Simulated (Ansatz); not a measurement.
**Relaxing C(111) slab, H on the bottom face (45 atoms)**

Aim: bring C(111) slab, H on the bottom face (45 atoms) to a nearby minimum of the energy and see what moves.

Method: Kohn-Sham DFT, PBE+D4, PAW (set soft_2), plane waves, in Ansatz 0.2.0.

Most raw output is cut from this account.

### Step 1. Starting point

The cell holds 45 atoms: 36 C and 9 H. Cell: a = 7.567 Å, b = 7.567 Å, c = 15.664 Å, α = 90.0°, β = 90.0°, γ = 120.0°. It derives from C (diamond-structure). Diamond-structure C (a = 3.567 Å), (111) slab of 4 atomic planes, 3 x 3 surface cells, H on the broken bonds of the bottom face, 12 Å of vacuum; displaced by a Gaussian of 0.02 Å. Regions: slab, 36 atoms (36 C); hydrogen, 9 atoms (9 H). Vacuum lies along c.

Limits known from the start: The main run has no spin polarisation, so any moments at edges, vacancies or dangling bonds can't form in it. The electron count is odd and the run has no spin polarisation.

### Step 2. Single point at the start

The forces at the start show how far the geometry lies from a minimum of this functional.

Input file input.yaml:

```yaml
crystal:
  lattice:
    - [7.56675, 0.0, 0.0]
    - [-3.78337, 6.553, 0.0]
    - [0.0, 0.0, 15.66426]
  atoms:
    - { symbol: C, position: [0.44636, 0.89411, 0.48506] }
    - { symbol: C, position: [0.33013, 0.99984, 0.45354] }
    - { symbol: C, position: [0.22441, 0.78093, 0.61662] }
    - { symbol: C, position: [0.44432, 0.89064, 0.58362] }
    - { symbol: C, position: [0.44367, 0.55668, 0.4864] }
    - { symbol: C, position: [0.33834, 0.67126, 0.45353] }
    - { symbol: C, position: [0.22554, 0.44627, 0.61809] }
    - { symbol: C, position: [0.43979, 0.55433, 0.5863] }
[... 33 atom lines left out ...]
    - { symbol: H, position: [0.99736, 0.99923, 0.38388] }
    - { symbol: H, position: [0.66585, 0.33299, 0.38092] }
    - { symbol: H, position: [0.00232, 0.66485, 0.38502] }
    - { symbol: H, position: [0.99836, 0.33118, 0.383] }
kpoints:
  mp_grid: { grid: [2, 2, 1] }
hamiltonian:
  xc: pbe
  dispersion: d4
scf:
  occupations: { method: fermi_dirac, width: 0.05 }
output:
  forces: true
  populations: true
  dos:
    method: { smearing: { sigma: 0.08 } }
    de: 0.1
    projected:
      site_lists:
        C: [C]
        H: [H]
        slab: [0, 1, 2, 3, 4, 5, 6, 7, 8, 9, 10, 11, 12, 13, 14, 15, 16, 17, 18, 19, 20, 21, 22, 23, 24, 25, 26, 27, 28, 29, 30, 31, 32, 33, 34, 35]
        hydrogen: [36, 37, 38, 39, 40, 41, 42, 43, 44]
  eigenvalues: true
```

The run is started by

```console
ansatz run input.yaml --threads 4 --pin off --max-ram 8192MiB --backend cpu --events-out ev --progress --plain --runs-dir out
```

Run time: 13 s. Hardware: 4 threads of Arm Neoverse V2, shared host; peak memory 2.1 GiB.

The run gave:

- free energy: -9157.6154 eV
- free energy per atom: -203.5026 eV/atom
- SCF cycles: 15
- r.m.s. force component: 1.773 eV/Å
- longest force: 5.209 eV/Å
- Fermi energy: 0.7112 eV
- levels partly filled by over 2 per cent: 32
- spilling of the projection: 0.006928

The r.m.s. force component of 1.8 eV/Å sets the starting point.

Neighbours are counted within 1.85 Å (C-C), 1.34 Å (C-H).

Length of the force by element and coordination:

```tsv
element	coordination	atoms	mean length of the force (eV/Å)	spread	least	most
C	all	36	3.13	1.31	1.04	5.21
C	3	9	4.01	0.125	3.71	4.19
C	4	27	2.83	1.39	1.04	5.21
H	all	9	0.980	0.475	0.583	2.03
```

### Step 3. Relaxation

The atoms are relaxed in the fixed cell, aiming at the force tolerance of the input.

input.yaml, the sections that differ from step 2:

```yaml
output:
  forces: true
relax:
  f_tol: 0.03
  max_steps: 200
  constraints:
    - { sites: [0, 1, 4, 5, 8, 9, 12, 13, 16, 17, 20, 21, 24, 25, 28, 29, 32, 33, 36, 37, 38, 39, 40, 41, 42, 43, 44], fix: xyz }
# crystal, kpoints, hamiltonian, scf: as in step 2
```

The job ended after 33 s (4 threads; peak memory 2 GiB).

Step by step:

```tsv
step	energy less that of the first step (eV)	largest force component, free atoms (eV/Å)
1	0.0000	5.1674
2	-3.4893	2.8447
3	-4.4991	0.6651
4	-4.6200	0.7527
5	-4.6598	0.0504
6	-4.6607	0.0217
```

The atoms that moved most (Å):

```tsv
atom	dx	dy	dz	length
C12	-0.035	-0.008	0.162	0.166
C28	-0.037	0.038	0.136	0.146
C20	-0.006	-0.008	0.145	0.145
C24	0.000	0.006	0.143	0.143
C3	-0.007	-0.015	-0.141	0.142
C7	-0.022	-0.004	-0.137	0.138
C16	-0.023	-0.007	0.127	0.129
C32	0.020	-0.036	0.122	0.129
```

The relaxation changed the energy by -104 meV/atom, and atoms moved by 0.08 Å r.m.s., 0.17 Å at most.

### Step 4. Distances and neighbours after relaxation

Bonds before and after, by the cutoffs listed below:

```tsv
pair	bonds before	bonds after	mean before (Å)	mean after (Å)	spread before (Å)	spread after (Å)
C-C	63	63	1.543	1.534	0.028	0.066
C-H	9	9	1.087	1.087	0.028	0.028
```

Normalised to the volume that the atoms fill. Pair distribution functions g(r), in bins of 0.1 Å:

```tsv
r (Å)	total	C-C	C-H	H-H
0.95	0.00	0.00	0.00	0.00
1.05	1.34	0.00	4.19	0.00
1.15	0.34	0.00	1.08	0.00
1.25	0.00	0.00	0.00	0.00
1.35	0.00	0.00	0.00	0.00
1.45	3.01	4.70	0.00	0.00
1.55	2.20	3.43	0.00	0.00
1.65	0.55	0.86	0.00	0.00
1.75	0.15	0.23	0.00	0.00
1.85	0.00	0.00	0.00	0.00
1.95	0.00	0.00	0.00	0.00
2.05	0.00	0.00	0.00	0.00
2.15	1.22	0.00	3.83	0.00
2.25	0.04	0.00	0.14	0.00
2.35	0.00	0.00	0.00	0.00
2.45	1.57	2.28	0.00	2.67
2.55	4.19	5.27	0.00	20.40
2.65	0.82	1.13	0.29	0.00
2.75	1.42	0.00	4.42	0.00
2.85	0.81	1.17	0.17	0.00
2.95	1.34	2.09	0.00	0.00
3.05	1.28	2.00	0.00	0.00
3.15	0.00	0.00	0.00	0.00
3.25	0.10	0.00	0.32	0.00
3.35	0.43	0.00	1.35	0.00
3.45	0.22	0.34	0.00	0.00
3.55	0.71	0.47	1.29	0.00
3.65	0.45	0.62	0.16	0.00
3.75	0.31	0.36	0.24	0.00
3.85	1.79	2.28	1.02	0.00
3.95	0.30	0.46	0.00	0.00
4.05	0.00	0.00	0.00	0.00
4.15	0.62	0.00	1.93	0.00
4.25	0.19	0.20	0.19	0.00
4.35	2.33	2.77	0.89	6.86
4.45	0.85	0.88	0.79	0.83
4.55	1.10	0.79	1.85	0.00
4.65	0.56	0.81	0.13	0.00
4.75	0.08	0.12	0.00	0.00
4.85	0.00	0.00	0.00	0.00
4.95	0.04	0.03	0.03	0.22
5.05	1.58	1.41	1.42	5.56
5.15	0.46	0.04	1.36	0.00
5.25	1.28	1.31	1.37	0.00
```

Bonds by pair of elements; cutoffs follow the first minimum of g(r), held within bounds set by covalent radii, and pairs that aren't listed don't count as bonded:

```tsv
pair A-B	cutoff (Å)	bonds	mean length (Å)	spread (Å)	shortest (Å)	B about A	A about B
C-C	1.85	63	1.53	0.066	1.48	3.5	3.5
C-H	1.34	9	1.09	0.028	1.05	0.25	1
```

How many atoms have how many bonded neighbours:

```tsv
element	mean	1	3	4
C	3.75	0	9	27
H	1	9	0	0
```

Bond angles (no mean is given where the spread exceeds 20°):

```tsv
angle	count	mean (°)	spread (°)
C-C-C	162	110	5.6
C-C-H	27	109	2
```

Bond length by coordination (bonds to H left out):

```tsv
element	coordination	atoms	mean bond length (Å)
C	3	9	1.48
C	4	27	1.55
```

Counting bonds as in the table, 75 % of C atoms have 4 and all H atoms have 1 bonded neighbour. The C-C-C angle averages 110° with a spread of 6°.

### Step 5. Single point at the relaxed geometry

One more single point at the end of the walk gives the fuller output and checks the residual forces.

Input file input.yaml:

```yaml
crystal:
  lattice:
    - [7.56675, 0.0, 0.0]
    - [-3.78337, 6.553, 0.0]
    - [0.0, 0.0, 15.66426]
  atoms:
    - { symbol: C, position: [0.44636, 0.89411, 0.48506] }
    - { symbol: C, position: [0.33013, 0.99984, 0.45354] }
    - { symbol: C, position: [0.22225, 0.77858, 0.6076] }
    - { symbol: C, position: [0.4448, 0.8905, 0.59124] }
    [... 35 atom lines left out ...]
    - { symbol: H, position: [0.33475, 0.33246, 0.38354] }
    - { symbol: H, position: [0.67231, 0.67048, 0.38479] }
    - { symbol: H, position: [0.99736, 0.99923, 0.38388] }
    - { symbol: H, position: [0.66585, 0.33299, 0.38092] }
    - { symbol: H, position: [0.00232, 0.66485, 0.38502] }
    - { symbol: H, position: [0.99836, 0.33118, 0.383] }
kpoints:
  mp_grid: { grid: [2, 2, 1] }
hamiltonian:
  xc: pbe
  dispersion: d4
scf:
  occupations: { method: fermi_dirac, width: 0.05 }
output:
  forces: true
  populations: true
  dos:
    method: { smearing: { sigma: 0.08 } }
    de: 0.1
    projected:
      site_lists:
        C: [C]
        H: [H]
        slab: [0, 1, 2, 3, 4, 5, 6, 7, 8, 9, 10, 11, 12, 13, 14, 15, 16, 17, 18, 19, 20, 21, 22, 23, 24, 25, 26, 27, 28, 29, 30, 31, 32, 33, 34, 35]
        hydrogen: [36, 37, 38, 39, 40, 41, 42, 43, 44]
  eigenvalues: true
  write_density: true
  write_potential: true
  volumetric_format: npy
  elf: true
```

Wall time 13 s (4 threads); peak memory 2.1 GiB; 50 s of CPU time.

The program notes that the exchange-correlation potential is rough where the density is thin.

Read from the output:

```
free energy                             : -9162.2761 eV
free energy per atom                    : -203.6061 eV/atom
SCF cycles                              : 12
r.m.s. force component                  : 0.8471 eV/Å
longest force                           : 3.931 eV/Å
Fermi energy                            : 1.467 eV
levels partly filled by over 2 per cent : 21
spilling of the projection              : 0.00765
```

Neighbours are counted within 1.85 Å (C-C), 1.34 Å (C-H), the cutoffs taken from the relaxation.

Length of the force by element and coordination:

```tsv
element	coordination	atoms	mean length of the force (eV/Å)	spread	least	most
C	all	36	1.04	1.15	0.0034	3.93
C	3	9	0.0159	0.0072	0.0034	0.0268
C	4	27	1.39	1.13	0.0058	3.93
H	all	9	0.975	0.460	0.608	2.00
```

Löwdin charges by element and coordination (they lack the spilled electrons, 0.026 e an atom on average):

```tsv
element	coordination	atoms	mean charge (e)	spread	least	most
C	all	36	-0.0115	0.0879	-0.159	0.0981
C	3	9	-0.0271	0.0106	-0.0418	-0.0067
C	4	27	-0.0063	0.101	-0.159	0.0981
H	all	9	0.176	0.0112	0.157	0.192
```

By region:

```tsv
region	atoms	mean length of the force (eV/Å)
slab	36	1.04
hydrogen	9	0.975
```

States in the cell by windows of 1 eV, zero at the Fermi level; the larger projections on atomic orbitals stand beside the total:

```tsv
from (eV)	to (eV)	total	slab	C p	C s	H s	hydrogen
-10	-9	4.0	3.6	2.9	0.6	0.4	0.4
-9	-8	18.2	16.9	15.4	1.5	1.2	1.2
-8	-7	7.4	7.0	6.3	0.7	0.4	0.4
-7	-6	18.1	17.0	16.1	0.9	0.9	0.9
-6	-5	18.9	17.3	16.7	0.5	1.5	1.5
-5	-4	9.0	9.0	8.6	0.3	0.0	0.0
-4	-3	4.0	4.0	4.0	0.0	0.0	0.0
-3	-2	1.0	1.0	1.0	0.0	0.0	0.0
-2	-1	0.0	0.0	0.0	0.0	0.0	0.0
-1	0	9.9	9.5	8.9	0.7	0.2	0.2
0	1	8.1	7.0	6.5	0.5	0.8	0.8
1	2	0.3	0.1	0.1	0.0	0.0	0.0
2	3	3.2	1.0	0.8	0.2	0.4	0.4
3	4	6.5	1.7	1.1	0.7	1.6	1.6
4	5	13.9	6.2	4.3	1.9	0.5	0.5
```

The curve was stored every 0.10 eV, coarse against its broadening of 0.08 eV, so these counts are rough.

Between -22 and -10 eV lie 64 more states.

The levels nearest the highest filled one (over half full), pooled over k-points and spins:

```tsv
level less the highest filled one (eV)	occupation
-0.023	1.78
-0.0228	1.78
-0.0144	1.75
-0.0051	1.71
-0.0028	1.69
0	1.68
0.101	0.819
0.117	0.67
0.144	0.452
0.173	0.283
0.196	0.188
0.206	0.156
```

Planar average of the electrostatic potential energy along the normal, with the Fermi level as zero, after a running mean with a triangular window 4 Å wide at its base:

```tsv
height (Å)	potential energy (eV)
0.0	3.47
0.4	3.36
0.9	3.25
1.3	3.14
1.7	3.03
2.2	2.91
2.6	2.79
3.0	2.66
3.5	2.50
4.1	2.12
4.5	1.62
4.9	0.75
5.4	-0.90
5.8	-3.31
6.2	-5.87
6.7	-8.23
7.1	-10.25
7.5	-11.61
8.0	-12.07
8.4	-11.95
8.8	-11.59
9.3	-10.62
9.7	-8.41
10.2	-5.41
10.6	-2.39
11.0	0.44
11.5	2.72
12.0	4.07
12.5	4.21
12.9	4.15
13.3	4.06
13.8	3.95
14.2	3.84
14.6	3.73
15.1	3.62
15.5	3.51
```

ELF in the ca plane at fractional y = 0.000, with atoms of C and H within 0.2 Å of it. It is the smooth field of the valence electrons, not physical close to the nuclei.

Ten even steps from '0' (0.00 × 1e-1) to '9' (9.95 × 1e-1), each cell a mean:
```
00000000000003799994254100110000000000000000
00000000000001478766785213553200000000000000
00000000000000012224675337887420000000000000
00000000000000000013664347997520000000000000
00000000000000135445775225775310000000000000
00000000000001599985675101221000000000000000
00000000000002899993144100000000000000000000
00000000000002799984354100110000000000000000
00000000000000368766775113443100000000000000
00000000000000011124775347886420000000000000
00000000000000000013564347987521000000000000
00000000000000135445775225765310000000000000
00000000000001599985674101221000000000000000
00000000000003899993144000000000000000000000
00000000000002799984254100110000000000000000
00000000000000378866775113443200000000000000
00000000000000011124664237887421000000000000
00000000000000000013554347987531000000000000
00000000000000135435775225765310000000000000
00000000000002699975675101221100000000000000
00000000000003899994134100000000000000000000
```
Columns run along c (15.7 Å), rows up along a (7.6 Å). Atoms in or near the plane, at fractional coordinates: C at (0.45, 0.33), C at (0.45, 0.67), C at (0.46, 0.00), H at (0.38, 0.33), H at (0.38, 0.67), H at (0.38, 0.00).

Electrostatic potential energy in the ca plane at fractional y = 0.000, with atoms of C and H within 0.2 Å of it. With pseudopotentials it is smooth inside the atoms' cores, unlike the true potential.

Ten even steps from '0' (-30 eV) to '9' (6 eV), each cell a mean:
```
99999999999999983230006888889999999999999999
99999999999999988774247887778999999999999999
99999999999999999887656786568999999999999999
99999999999999999988656776457999999999999999
99999999999999998886567887678999999999999999
99999999999999986550037888889999999999999999
99999999999999971000006888889999999999999999
99999999999999984230016888889999999999999999
99999999999999988774357887778999999999999999
99999999999999999887656886568999999999999999
99999999999999999988656776457999999999999999
99999999999999998886567887678999999999999999
99999999999999986551037888889999999999999999
99999999999999971010006888889999999999999999
99999999999999983220016888889999999999999999
99999999999999988873257887778999999999999999
99999999999999999887667886567999999999999999
99999999999999999988766886457999999999999999
99999999999999998887667887678999999999999999
99999999999999986662137888889999999999999999
99999999999999971020005888889999999999999999
```
Columns run along c (15.7 Å; values clipped at the 3rd and 97th percentile), rows up along a (7.6 Å). Atoms in or near the plane, at fractional coordinates: C at (0.45, 0.33), C at (0.45, 0.67), C at (0.46, 0.00), H at (0.38, 0.33), H at (0.38, 0.67), H at (0.38, 0.00).

Mean Löwdin charges: C -0.01, H +0.18 e (they miss 0.77 % of the electrons, so they add up to more than the cell's charge). Charges this small depend on the projection, at times even in sign. Within 0.4 eV of the Fermi level the largest share is C p (87 % of the projected weight). The potential slopes across the vacuum by 0.26 eV/Å: the slab bears a dipole, and with periodic images along the normal there is no flat vacuum level to read.

A closer look about C30, whose charge lies farthest from its element's mean: 10 atoms, nearest first, numbered in the order of the input, with positions taken from that point.

```tsv
atom	x	y	z	distance (Å)	bonds	Löwdin charge (e)	Fx	Fy	Fz (eV/Å)
C30	0.00	0.00	0.00	0.00	4	-0.16	-0.57	1.68	3.51
H44	0.00	0.05	-1.05	1.05	1	0.19	-0.04	-0.12	-1.99
C29	1.25	-0.67	0.52	1.51	4	0.08	0.51	-0.38	-1.62
C17	-1.28	-0.67	0.53	1.54	4	0.08	-0.57	-0.55	-1.67
C21	0.00	1.51	0.51	1.59	4	0.10	-1.26	-0.74	-0.67
C34	1.27	-2.16	0.01	2.50	4	-0.15	-1.56	1.28	2.25
C26	-1.32	-2.14	0.02	2.52	4	-0.13	1.10	0.44	0.93
C6	2.52	0.09	0.03	2.52	4	-0.16	-0.79	-0.64	2.73
C2	1.22	2.24	0.03	2.55	4	-0.14	0.78	0.20	1.43
C18	-2.56	0.04	0.02	2.56	4	-0.15	0.90	1.34	2.68
```

The column of bonds counts only the pairs C-C within 1.85 Å, C-H within 1.34 Å; other neighbours, such as metal atoms beside each other in a compound, aren't counted, and periodic images can show an atom twice.

### Step 6. Another try, on a changed input

The input is spoilt on purpose; the run shows how that looks.

input.yaml, the sections that differ from step 5:

```yaml
crystal:
  lattice:
    - [7.56675, 0.0, 0.0]
    - [-3.78337, 6.553, 0.0]
    - [0.0, 0.0, 15.66426]
  atoms:
    [... the 45 atom lines of step 2 ...]
scf:
  occupations: { method: gaussian, width: 1.0 }
  max_iter: 50
output:
  forces: true
# kpoints, hamiltonian: as in step 5
```

Elapsed: 7.3 s, on 4 threads; peak memory 2.1 GiB; 27 s of CPU time.

The SCF closed, but on a changed input, so its numbers are not taken as the system's.

The fault in the input: a smearing of electronvolts (scf.occupations.method = "gaussian" and scf.occupations.width = 1.0). The fix is to set scf.occupations.method back to "fermi_dirac" and set scf.occupations.width back to 0.05.

Against the single point at the start:

```
r.m.s. difference of force components : 207.5 meV/Å
longest difference of force vectors   : 951.3 meV/Å
force difference over r.m.s. force    : 11.71 %
```

### Step 7. Changed: scf.convergence.dr2_threshold = 1e-11

Changed here: scf.convergence.dr2_threshold = 1e-11.

input.yaml, the sections that differ from step 6:

```yaml
scf:
  occupations: { method: fermi_dirac, width: 0.05 }
  convergence: { dr2_threshold: 1.0e-11 }
output:
  forces: true
  populations: intrinsic
  dos:
    method: { smearing: { sigma: 0.15 } }
    de: 0.1
    projected:
      site_lists:
        C: [C]
        H: [H]
        slab: [0, 1, 2, 3, 4, 5, 6, 7, 8, 9, 10, 11, 12, 13, 14, 15, 16, 17, 18, 19, 20, 21, 22, 23, 24, 25, 26, 27, 28, 29, 30, 31, 32, 33, 34, 35]
        hydrogen: [36, 37, 38, 39, 40, 41, 42, 43, 44]
  eigenvalues: true
# crystal, kpoints, hamiltonian: as in step 6
```

Run time: 16 s. Hardware: 4 threads; peak memory 2.1 GiB.

Geometry and reference: those of the single point at the start.

Forces differ from those of the single point at the start by 0.037 meV/Å r.m.s., 0.0021 % of their size. It took 1.2 times the reference's time (shared host, so rough).

### Step 8. What each setting buys

Each row is set against the single point at the start (Kohn-Sham DFT, PBE+D4, PAW (set soft_2), plane waves; r.m.s. force component 1.77 eV/Å). Energies are set beside the reference only for runs with its functional, potentials and electron count. Times are for 4 threads of Arm Neoverse V2, shared host.

```tsv
run	Δ force, r.m.s. (meV/Å)	share of r.m.s. force (%)	Δ energy (meV/atom)	cycles	time	host memory (GiB)
reference	-	-	-	15	13 s	2.1
scf.convergence.dr2_threshold = 1e-11	0.037	0.0021	0	23	16 s	2.1
```

### Step 9. Results

```
energy change in the relaxation : -103.6 meV/atom
r.m.s. displacement             : 0.08 Å
largest displacement            : 0.166 Å
free energy per atom            : -203.6061 eV/atom
r.m.s. force component          : 0.8471 eV/Å
wall time of the 5 DFT runs     : 82 s
```

**Reading.** Relaxation lowers the energy by 104 meV/atom and moves atoms by 0.08 Å r.m.s.; the r.m.s. force component goes from 1.8 to 0.85 eV/Å, held atoms included. By the final cutoffs no bond was broken or made. From the first step to the last the energy fell by 4.661 eV, and the largest move was 0.17 Å (C12). The C-C bonds change most in mean length: from 1.543 Å (spread 0.028) to 1.534 Å (spread 0.066). Counting bonds as in the table, 75 % of C atoms have 4 and all H atoms have 1 bonded neighbour. 21 levels are partly filled, by over 2 % (on the run's k-points): at this level the cell shows no clear gap. Levels of broken or missing bonds inside a gap of the host would look the same.

**Limits.** The slab bears a dipole and has periodic images along its normal, so a spurious field crosses the vacuum. 27 atoms were held in place, and force statistics include the forces on them.

[Logs are printed without paths, hosts, clocks, repeated set-up lines and the standing remarks that a program may print on its own settings, such as how far it seeks lower states.]

[Hosts, paths, dates, database ids (printed as entryN), source tags and the programs' standing remarks are cut or masked in the printed files.]
